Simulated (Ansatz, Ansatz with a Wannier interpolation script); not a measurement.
# Settings in Wannier-interpolated G0W0: PNO (Cc), part 2 of 2

Wanted: errors and cost of interpolated bands of PNO (Cc) under coarser or faulty settings.

Ansatz 0.2.0; maximally localised Wannier functions, LDA, plane waves, PAW. Known limits of the many-body steps: not at the basis limit; coarse k mesh.

So far. Step 3 (Wannier model on 4×4×4): Near the gap the model misses directly solved bands by 7.4 meV r.m.s. and by 57 meV at most in the window tested. This tests the starting bands, not the corrections carried with them.

### 5. G0W0: 4×4×4 mesh, 224 empty bands, screening to 120 eV

G0W0 replaces the xc potential by the self-energy, built once from these orbitals. Only a window of levels is corrected, while the sums run over the empty bands that the input names.

This step: G0W0 on LDA, plane waves, PAW.

Contents of input.yaml:

```yaml
crystal:
  lattice:
    - [3.278002254, -3.2861133804, 0.0]
    - [3.278002254, 3.2861133804, 0.0]
    - [-3.0285518603, 0.0, 3.4888659548]
  atoms:
    - { symbol: P, position: [0.7304096, 0.01031392, 0.00016709] }
    - { symbol: P, position: [0.01031392, 0.7304096, 0.50016709] }
    - { symbol: "N", position: [0.74286473, 0.38254462, 0.24963269] }
    - { symbol: "N", position: [0.38254462, 0.74286473, 0.74963269] }
    - { symbol: O, position: [0.88308961, 0.00077752, 0.75020022] }
    - { symbol: O, position: [0.00077752, 0.88308961, 0.25020022] }
kpoints:
  mp_grid: { grid: [4, 4, 4] }
hamiltonian:
  xc: lda
scf:
  occupations: { method: fixed }
gw:
  n_empty_bands: 224
  ecut_chi: 120.0
  qp_bands: [v8, c4]
  screening: { model: contour_deformation }
```

Launch:

```bash
$ ansatz run input.yaml --threads 8 --pin off --max-ram 14745MiB --backend cpu --events-out ev --progress --plain --runs-dir out
```

Numbers of over 12 decimals in the logs are rounded to 6 here.

The program printed:

```text
[...]
Crystal: 6 atoms, lattice volume = 75.163 Å³
Basis set: ecut = 420 eV, 1455 PW (Γ)
Bands: 22, of which v1, the nominal top of the filled ones, is band 16 counted from 1 (15 counted from 0)
Symmetry: 2 space group operations
[...]
k-points: 24 of 64 (time reversal used)
[...]
0    16      3.4616   -22.1656     3.3400   -17.7630  0.7910     2.3882     2.3991  root
[...]
23    17     10.4329   -10.0957    -4.7448   -16.6233  0.8196    12.2433    12.2158  root
    23    18     10.4329   -10.0957    -4.7448   -16.6233  0.8196    12.2433    12.2158  root
    23    19     11.6796    -8.5648    -4.5428   -14.7266  0.8206    13.3236    13.2985  root
    23    20     11.6796    -8.5648    -4.5428   -14.7266  0.8206    13.3236    13.2985  root
[key lines of the parts left out:]
SCF converged after 7 iterations
Free energy (F): -3312.534796 eV
Fermi energy:    4.000116 eV
```

Elapsed: 5.5 min, on 8 threads of Arm Neoverse N1, shared host; peak memory 1.7 GiB; 40 min of CPU time.

The G0W0 gap on the mesh is 7.482 eV.

### 6. G0W0: 2×2×2 mesh, 224 empty bands, screening to 120 eV

input.yaml, as its differences from that of step 5:

```diff
@@ -13,3 +13,3 @@
 kpoints:
-  mp_grid: { grid: [4, 4, 4] }
+  mp_grid: { grid: [2, 2, 2] }
 hamiltonian:
```

The program printed:

```text
[...]
Crystal: 6 atoms, lattice volume = 75.163 Å³
Basis set: ecut = 420 eV, 1455 PW (Γ)
Bands: 22, of which v1, the nominal top of the filled ones, is band 16 counted from 1 (15 counted from 0)
Symmetry: 2 space group operations
[...]
k-points: 6 of 8
[...]
0    16      3.4645   -22.2902     3.4342   -17.7620  0.7894     2.3587     2.3706  root
[...]
5    17     10.4321    -9.9907    -4.8389   -16.6242  0.8169    12.2562    12.2266  root
     5    18     10.4321    -9.9907    -4.8389   -16.6242  0.8169    12.2562    12.2266  root
     5    19     11.6799    -8.5021    -4.6091   -14.7303  0.8186    13.3250    13.2989  root
     5    20     11.6799    -8.5021    -4.6091   -14.7303  0.8186    13.3250    13.2989  root
[key lines of the parts left out:]
SCF converged after 7 iterations
Free energy (F): -3312.522664 eV
Fermi energy:    4.003973 eV
```

Run time: 11 s. Hardware: 8 threads; peak memory 0.81 GiB.

The G0W0 gap on the mesh is 7.531 eV.

### 7. G0W0: 4×4×4 mesh, 104 empty bands, screening to 72 eV, plasmon pole

input.yaml, as its differences from that of step 6:

```diff
@@ -13,3 +13,3 @@
 kpoints:
-  mp_grid: { grid: [2, 2, 2] }
+  mp_grid: { grid: [4, 4, 4] }
 hamiltonian:
@@ -19,5 +19,5 @@
 gw:
-  n_empty_bands: 224
-  ecut_chi: 120.0
+  n_empty_bands: 104
+  ecut_chi: 72
   qp_bands: [v8, c4]
-  screening: { model: contour_deformation }
+  screening: { model: godby_needs }
```

The program printed:

```text
[...]
Crystal: 6 atoms, lattice volume = 75.163 Å³
Basis set: ecut = 420 eV, 1455 PW (Γ)
Bands: 22, of which v1, the nominal top of the filled ones, is band 16 counted from 1 (15 counted from 0)
Symmetry: 2 space group operations
[...]
k-points: 24 of 64 (time reversal used)
[...]
0    16      3.4616   -22.1656     3.6454   -17.7630  0.8082     2.7012     2.7044  root
[...]
23    17     10.4329   -10.0957    -4.4189   -16.6233  0.8344    12.5646    12.5416  root
    23    18     10.4329   -10.0957    -4.4189   -16.6233  0.8344    12.5646    12.5416  root
    23    19     11.6796    -8.5648    -4.2408   -14.7266  0.8372    13.6202    13.6006  root
    23    20     11.6796    -8.5648    -4.2408   -14.7266  0.8372    13.6202    13.6006  root
[key lines of the parts left out:]
SCF converged after 7 iterations
Free energy (F): -3312.534796 eV
Fermi energy:    4.000116 eV
```

The job ended after 90 s (8 threads; peak memory 0.78 GiB; 11 min of CPU time).

The G0W0 gap on the mesh is 7.393 eV.

### 8. Interpolated results

Times are wall times on 8 threads of Arm Neoverse N1, shared host, good to a factor of about two.

```csv
GW mesh,empty bands,cutoff (eV),frequency,gap on mesh (eV),gap over zone (eV),direct gap (eV),valence width (eV),GW time
4×4×4,224,120,contour deformation,7.482,7.482,8.109,5.795,5.5 min
2×2×2,224,120,contour deformation,7.531,7.536,8.124,5.800,11 s
4×4×4,104,72,plasmon pole,7.393,7.393,8.066,6.019,90 s
```

### 9. What came out

```json
{
 "4×4×4 mesh, 224 empty bands, screening to 120 eV": "7.48 eV",
 "2×2×2 mesh, 224 empty bands, screening to 120 eV": "7.54 eV",
 "4×4×4 mesh, 104 empty bands, screening to 72 eV, plasmon pole": "7.39 eV"
}
```

In words: The largest change, −0.09 eV in the gap over the zone, comes with 4×4×4 mesh, 104 empty bands, screening to 72 eV, plasmon pole. The first run is a reference, not a converged one, and where a row moves several settings no single cause can be named. Rows on another GW mesh add that mesh's corrections to the bands of the one model. Coarser Wannier mesh (4×4×4): the miss near the gap goes from under 1 (the model on 8×8×8) to 7 meV and the total spread from 42.0 to 37.3 Å². Nothing frozen (4×4×4): the miss near the gap goes from 7 (the model on 4×4×4) to 17 meV and the total spread from 37.3 to 36.9 Å². With 2×2×2 mesh, 224 empty bands, screening to 120 eV the gap over the zone moves by +0.05 eV and that on the mesh by +0.05 eV. With 4×4×4 mesh, 104 empty bands, screening to 72 eV, plasmon pole the gap over the zone moves by −0.09 eV and that on the mesh by −0.09 eV. Gaps over the zone and on the mesh differ where an edge lies off the mesh, or where a GW run starts from another density: the starting gap over the zone is 5.019 eV, on the GW meshes it is 5.019 eV and 5.014 eV.

[Paths, hosts, dates, memory and timing lines, banners, echoed tables and standing remarks are left out of the program output.]

[Logs are printed without paths, hosts, clocks, repeated set-up lines and the standing remarks that a program may print on its own settings, such as how far it seeks lower states.]

[Runs of the session that timed out or met a known fault of the program may be left out.]

[Hosts, paths, dates, database ids (printed as entryN), source tags and the programs' standing remarks are cut or masked in the printed files.]
